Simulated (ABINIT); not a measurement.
# KBaH3 (Pm-3m): third-order response

Aim: Raman and infrared lines of KBaH3 (Pm-3m).

Method: DFT LDA, scalar-relativistic, plane waves, PseudoDojo norm-conserving pseudopotentials, in ABINIT 10.8.3.

Report form: the programs' logs are mostly left out.

The structure was built from a prototype and need not be the compound's stable phase.

### 1. The structure

It takes space group Pm-3m (No. 221, cubic). Conventional cell: a = 5.292 Å, b = 5.292 Å, c = 5.292 Å, α = 90.00°, β = 90.00°, γ = 90.00°. Nearest to K lie 12 H at 3.74 Å. Nearest to Ba lie 6 H at 2.65 Å. Nearest to H lie 2 Ba at 2.65 Å. Farther neighbours are not listed.

### 2. A first look

A first run with smearing and empty bands tells whether the crystal has a gap, which decides between fixed occupations and smearing later on.

Input file probe.abi:

```
# ground state
tolvrs 1.0d-08
prtden 1
prtwf 1

# basis, mesh and filling
ecut 32.0
ngkpt 4 4 4
nshiftk 1
shiftk 0.0 0.0 0.0
istwfk *1
occopt 7
tsmear 0.005
nband 18
nstep 100
diemac 9.0
prtebands 0
prtgsr 0

# cell and atoms
acell 3*1.0 Angstrom
rprim 
    5.292 0.0 0.0
    0.0 5.292 0.0
    0.0 0.0 5.292
ntypat 3
znucl 19 56 1
natom 5
typat 1 2 3 3 3
xred 
    0.0 0.0 0.0
    0.5 0.5 0.5
    0.5 0.5 0.0
    0.5 0.0 0.5
    0.0 0.5 0.5
pp_dirpath "./pseudo"
pseudos "K.upf, Ba.upf, H.upf"
```

Launch:

```sh
OMP_NUM_THREADS=1 mpirun -n 4 abinit probe.abi > probe.log
```

Elapsed: 18 s, on 4 MPI ranks of Arm Neoverse V1, shared host; 72 s of CPU time.

Numbers from this step:

```yaml
volume_per_atom: 29.64 Å³
pressure: -2.283 GPa
gap_on_the_k_mesh: 1.780 eV
```

A gap of 1.8 eV opens on this mesh, so the crystal is taken as an insulator; the printed pressure holds the stress of the finite basis too.

### 3. Rough relaxation

The typed start is rough, so a first relaxation with smearing and loose thresholds takes it towards rest cheaply.

Input file prerelax.abi:

```
# relaxation
ionmov 2
optcell 2
dilatmx 1.15
chkdilatmx 0
ntime 40
tolmxf 3.0d-04
tolvrs 1.0d-10
prtwf 0
prtden 0
chksymtnons 0

# basis, mesh and filling
ecut 32.0
ecutsm 3.0
ngkpt 4 4 4
nshiftk 1
shiftk 0.0 0.0 0.0
istwfk *1
occopt 7
tsmear 0.005
nband 18
nstep 100
diemac 9.0
prtebands 0
prtgsr 0

# cell and atoms
acell 3*1.0 Angstrom
rprim 
    5.292 0.0 0.0
    0.0 5.292 0.0
    0.0 0.0 5.292
ntypat 3
znucl 19 56 1
natom 5
typat 1 2 3 3 3
xred 
    0.0 0.0 0.0
    0.5 0.5 0.5
    0.5 0.5 0.0
    0.5 0.0 0.5
    0.0 0.5 0.5
pp_dirpath "./pseudo"
pseudos "K.upf, Ba.upf, H.upf"
```

Launch:

```sh
OMP_NUM_THREADS=1 mpirun -n 4 abinit prerelax.abi > prerelax.log
```

It took 2 min on 4 MPI ranks; 7.9 min of CPU time.

The steps of the relaxation:

```
step  energy less that of the first step (eV)  largest force (eV/Å)  volume (Å³)
   1                                   0.0000                0.0000       148.20
   2                                  -0.0138                0.0000       147.19
   3                                  -0.1645                0.0000       122.47
   4                                  -0.1720                0.0000       127.15
   5                                  -0.1723                0.0000       126.46
```

```csv
"conventional cell, symmetrised",before,after,change
a (Å),5.292,5.019,-5.2 %
b (Å),5.292,5.019,-5.2 %
c (Å),5.292,5.019,-5.2 %
volume (Å³/atom),29.64,25.29,-14.7 %
```

Final coordinates:

```
K Ba H
1.0
     5.01937    0.00000    0.00000
     0.00000    5.01937    0.00000
     0.00000    0.00000    5.01937
K Ba H
1 1 3
Direct
  0.00000 0.00000 0.00000
  0.50000 0.50000 0.50000
  0.50000 0.50000 0.00000
  0.50000 0.00000 0.50000
  0.00000 0.50000 0.50000
```

This step gave:

```
volume per atom   : 25.29 Å³
pressure          : -0.003737 GPa
gap on the k-mesh : 1.522 eV
```

The volume changes by -14.7 % in this run and stands -14.7 % from the first cell.

### 4. Rough relaxation

The cell changed much, so the rough relaxation is repeated on a basis made for the new cell.

prerelax.abi: that of step 3 with these lines changed.

```diff
@@ -30,5 +30,5 @@
 rprim 
-    5.292 0.0 0.0
-    0.0 5.292 0.0
-    0.0 0.0 5.292
+    5.019373608 0.0 0.0
+    0.0 5.019373608 0.0
+    0.0 0.0 5.019373608
 ntypat 3
```

Run time: 25 s. Hardware: 4 MPI ranks.

Little changed from the start: no atom moved by 0.005 Å and no cell edge by 0.1 %.

Numbers from this step:

```yaml
pressure: -0.003734 GPa
```

The volume changes by +0.0 % in this run and stands -14.7 % from the first cell.

### 5. Relaxing the cell and atoms

The harmonic expansion needs vanishing forces, and a free crystal bears no stress, so cell and atoms are brought to rest. Stress is more sensitive to the basis than forces are: the last 3 Ha under the cutoff are smoothed with ecutsm, and the cutoff is raised above that of the later runs.

Input file relax.abi:

```
# relaxation
ionmov 2
optcell 2
dilatmx 1.08
ntime 40
tolmxf 1.0d-05
tolvrs 1.0d-14
prtwf 0
prtden 0
chksymtnons 0

# basis, mesh and filling
ecut 40.0
ecutsm 3.0
ngkpt 4 4 4
nshiftk 1
shiftk 0.0 0.0 0.0
istwfk *1
occopt 1
nband 11
nstep 100
diemac 9.0
prtebands 0
prtgsr 0

# cell and atoms
acell 3*1.0 Angstrom
rprim 
    5.019373611 0.0 0.0
    0.0 5.019373611 0.0
    0.0 0.0 5.019373611
ntypat 3
znucl 19 56 1
natom 5
typat 1 2 3 3 3
xred 
    0.0 0.0 0.0
    0.5 0.5 0.5
    0.5 0.5 0.0
    0.5 0.0 0.5
    0.0 0.5 0.5
pp_dirpath "./pseudo"
pseudos "K.upf, Ba.upf, H.upf"
```

Launch:

```sh
OMP_NUM_THREADS=1 mpirun -n 4 abinit relax.abi > relax.log
```

The job ended after 49 s (4 MPI ranks).

Little changed from the start: no atom moved by 0.005 Å and no cell edge by 0.1 %.

Read from the output:

- pressure: 1.05e-6 GPa

The volume changes by -0.0 % in this run and stands -14.7 % from the first cell.

### 6. Ground state

First-order wavefunctions inherit every error of the ground state, hence the very tight tolvrs. The mesh is shifted off Γ, since shifted meshes converge sums over the zone faster.

Input file gs.abi:

```
# ground state
tolvrs 1.0d-16
prtden 1
prtwf 1

# basis, mesh and filling
ecut 32.0
ngkpt 4 4 4
nshiftk 1
shiftk 0.5 0.5 0.5
istwfk *1
occopt 1
nband 11
nstep 100
diemac 9.0
prtebands 0
prtgsr 0

# cell and atoms
acell 3*1.0 Angstrom
rprim 
    5.018976716 0.0 0.0
    0.0 5.018976716 0.0
    0.0 0.0 5.018976716
ntypat 3
znucl 19 56 1
natom 5
typat 1 2 3 3 3
xred 
    0.0 0.0 0.0
    0.5 0.5 0.5
    0.5 0.5 0.0
    0.5 0.0 0.5
    0.0 0.5 0.5
pp_dirpath "./pseudo"
pseudos "K.upf, Ba.upf, H.upf"
```

Launch:

```sh
OMP_NUM_THREADS=1 mpirun -n 4 abinit gs.abi > gs.log
```

The job ended after 7.2 s (4 MPI ranks; 28 s of CPU time).

Numbers from this step:

* pressure: -0.08664 GPa

The cell stands at -0.087 GPa, close enough for phonons.

### 7. Empty bands

Empty bands on the ground state's density check that the gap assumed so far is there in this cell.

Input file gap.abi:

```
# empty bands on the ground state's density
iscf -2
getden_filepath "gso_DEN"
tolwfr 1.0d-12
nbdbuf 2
prtwf 0

# basis, mesh and filling
ecut 32.0
ngkpt 4 4 4
nshiftk 1
shiftk 0.0 0.0 0.0
istwfk *1
occopt 1
nband 15
nstep 100
diemac 9.0
prtebands 0
prtgsr 0

# cell and atoms
acell 3*1.0 Angstrom
rprim 
    5.018976716 0.0 0.0
    0.0 5.018976716 0.0
    0.0 0.0 5.018976716
ntypat 3
znucl 19 56 1
natom 5
typat 1 2 3 3 3
xred 
    0.0 0.0 0.0
    0.5 0.5 0.5
    0.5 0.5 0.0
    0.5 0.0 0.5
    0.0 0.5 0.5
pp_dirpath "./pseudo"
pseudos "K.upf, Ba.upf, H.upf"
```

Launch:

```sh
OMP_NUM_THREADS=1 mpirun -n 4 abinit gap.abi > gap.log
```

Elapsed: 12 s, on 4 MPI ranks; 48 s of CPU time.

Read from the output:

* gap on the k-mesh: 1.519 eV

In this cell the gap on the mesh is 1.5 eV, indirect (smallest direct 1.6 eV), so fixed occupations hold.

### 8. Linear response at Γ

The derivative of the wavefunctions by k comes first, since the response to a field is built on it; then the field and the displacements that symmetry doesn't supply are solved at q = 0. By the 2n+1 theorem the first-order wavefunctions also give third derivatives: Raman tensors and the non-linear susceptibility.

It reads the wavefunctions written in step 6.

Input file dfpt_gamma.abi:

```
ndtset 3

# common to the responses
getwfk_filepath "gso_WFK"
kptopt 2
nqpt 1
qpt 0.0 0.0 0.0
asr 0
chneut 0

# d/dk
rfelfd1 2
rfdir1 1 1 1
iscf1 -3
tolwfr1 1.0d-20

# displacements, field
rfphon2 1
rfatpol2 1 5
rfdir2 1 1 1
rfelfd2 3
getddk2 1
tolvrs2 1.0d-10
prepanl2 1
prtden2 1

# third order
optdriver3 5
getden_filepath3 "gso_DEN"
get1den3 2
get1wf3 2
getddk3 1
d3e_pert1_elfd3 1
d3e_pert1_phon3 1
d3e_pert1_atpol3 1 5
d3e_pert1_dir3 1 1 1
d3e_pert2_elfd3 1
d3e_pert2_dir3 1 1 1
d3e_pert3_elfd3 1
d3e_pert3_dir3 1 1 1
usepead3 1
tolvrs3 1.0d-10

# basis, mesh and filling
ecut 32.0
ngkpt 4 4 4
nshiftk 1
shiftk 0.5 0.5 0.5
istwfk *1
occopt 1
nband 11
nstep 100
diemac 9.0
prtebands 0
prtgsr 0

# cell and atoms
acell 3*1.0 Angstrom
rprim 
    5.018976716 0.0 0.0
    0.0 5.018976716 0.0
    0.0 0.0 5.018976716
ntypat 3
znucl 19 56 1
natom 5
typat 1 2 3 3 3
xred 
    0.0 0.0 0.0
    0.5 0.5 0.5
    0.5 0.5 0.0
    0.5 0.0 0.5
    0.0 0.5 0.5
pp_dirpath "./pseudo"
pseudos "K.upf, Ba.upf, H.upf"
```

Launch:

```sh
OMP_NUM_THREADS=1 mpirun -n 4 abinit dfpt_gamma.abi > dfpt_gamma.log
```

The job ended after 4.2 min (4 MPI ranks).

This step gave:

```
miss of the charge sum rule                                       : 0.03532 e
largest acoustic frequency at the zone centre before the sum rule : 0.45 cm⁻¹
highest optical zone-centre mode (no LO-TO term)                  : 1086 cm⁻¹
lowest optical zone-centre mode                                   : -410.7 cm⁻¹
mean high-frequency dielectric constant                           : 3.486
largest Born charge in size (third of the trace)                  : 1.923 e
```

Born charge (rows field, columns displacement), before the sum rule (e), principal values of the symmetric part by kind of site:

```
atom  atoms with these values    low  middle   high   mean
  K1                        1   1.26    1.26   1.26   1.26
 Ba2                        1   1.92    1.92   1.92   1.92
  H3                        3  -1.14   -1.00  -1.00  -1.05
```

In full for K1:

```
1.26 0.00 0.00
0.00 1.26 0.00
0.00 0.00 1.26
```

High-frequency dielectric tensor:

```
3.49 0.00 0.00
0.00 3.49 0.00
0.00 0.00 3.49
```

The acoustic modes at Γ come out as far as 0.5 cm⁻¹ from zero, where they should vanish, a small numerical error; the Born charges miss their sum rule by 0.035 e, which is fair. The lowest optical mode is imaginary, 411i cm⁻¹, an instability at this level and on this k mesh.

### 9. Modes with the sum rule

anaddb reads the merged derivatives, imposes the acoustic sum rule and charge neutrality, and adds the LO-TO term along chosen directions.

Input file anaddb.abi:

```
ddb_filepath "gamma_DDB"
output_file "anaddb.abo"
outdata_prefix "anaddb"
asr 1
chneut 1
enunit 2
eivec 1
nph1l 1
qph1l 0.0 0.0 0.0 1.0
dieflag 2
nph2l 3
qph2l 
    1.0 0.0 0.0 0.0
    0.0 0.0 1.0 0.0
    1.0 1.0 1.0 0.0
nlflag 1
ramansr 1
alphon 1
prtmbm 1
```

Input file mrgddb.in:

```
gamma_DDB
merged
3
dfpt_gammao_DS2_DDB
dfpt_gammao_DS3_DDB
gso_DDB
```

Launch:

```sh
mrgddb < mrgddb.in > mrgddb.log
OMP_NUM_THREADS=1 anaddb anaddb.abi > anaddb.log
```

It took 1.5 s on 1 thread.

Read from the output:

| Item | Value |
| --- | --- |
| highest mode moved by the LO-TO term | 1161 cm⁻¹ |

No LO-TO term; unit eigenvectors of the mass-weighted matrix, from anaddb's displacements. Modes at Γ, with each element's share of the kinetic energy (negative means imaginary):

```csv
mode,frequency (cm⁻¹),symmetry,K %,Ba %,H %
1,-410.7,T2u,0,0,100
2,-410.7,T2u,0,0,100
3,-410.7,T2u,0,0,100
4,-326.8,T1u,7,0,93
5,-326.8,T1u,7,0,93
6,-326.8,T1u,7,0,93
7,0.0,acoustic,22,77,2
8,0.0,acoustic,22,77,2
9,0.0,acoustic,22,77,2
10,94.6,T1u,71,23,6
11,94.6,T1u,71,23,6
12,94.6,T1u,71,23,6
13,1085.8,T1u,0,1,99
14,1085.8,T1u,0,1,99
15,1085.8,T1u,0,1,99
```

Displacements in mode 2 (-410.7 cm⁻¹), the largest set to 1:
```
K1   0.00  0.00  0.00
Ba2  0.00  0.00  0.00
H3   0.00 -1.00  0.00
H4   0.00  0.00  0.00
H5   0.00  1.00  0.00
```

Displacements in mode 14 (1085.8 cm⁻¹), the largest set to 1:
```
K1   0.00  0.00  0.00
Ba2  0.00  0.01  0.00
H3   0.00  0.02  0.00
H4   0.00 -1.00  0.00
H5   0.00  0.02  0.00
```

With imaginary modes the relaxed-ion tensors have no meaning and are not tabulated.

The rule moves no optical mode by more than 0.1 cm⁻¹.

### 10. Summary of results

| Property | Result |
| --- | --- |
| space group after relaxation | Pm-3m |
| volume per atom | 25.3 Å³ |
| highest optical zone-centre mode (no LO-TO term) | 1086 cm⁻¹ |
| lowest optical zone-centre mode | -410.7 cm⁻¹ |
| highest mode moved by the LO-TO term | 1161 cm⁻¹ |
| mean high-frequency dielectric constant | 3.49 |
| largest Born charge in size (third of the trace) | 1.92 e |
| imaginary optical modes at the zone centre (no q mesh in this session) | yes |

In words: No mode is Raman active in this structure. At the LDA level the optical modes of KBaH3 (Pm-3m) at the zone centre (no LO-TO term) run from 411i to 1086 cm⁻¹, so the structure is a saddle point, with 6 modes beyond 10i cm⁻¹ there. Along the directions run, the highest mode that the macroscopic field moves lies at 1161 cm⁻¹. These are harmonic frequencies at zero temperature: anharmonic shifts and linewidths and thermal expansion are left out. Spin-orbit coupling is left out, which can matter for the heavy elements here. The structure is a hypothetical one, built on a prototype.

[Host names and launcher messages were left out of these logs when they were recorded.]

[Logs are printed without paths, hosts, clocks, repeated set-up lines and the standing remarks that a program may print on its own settings, such as how far it seeks lower states.]

[Hosts, paths, dates, database ids (printed as entryN), source tags and the programs' standing remarks are cut or masked in the printed files.]
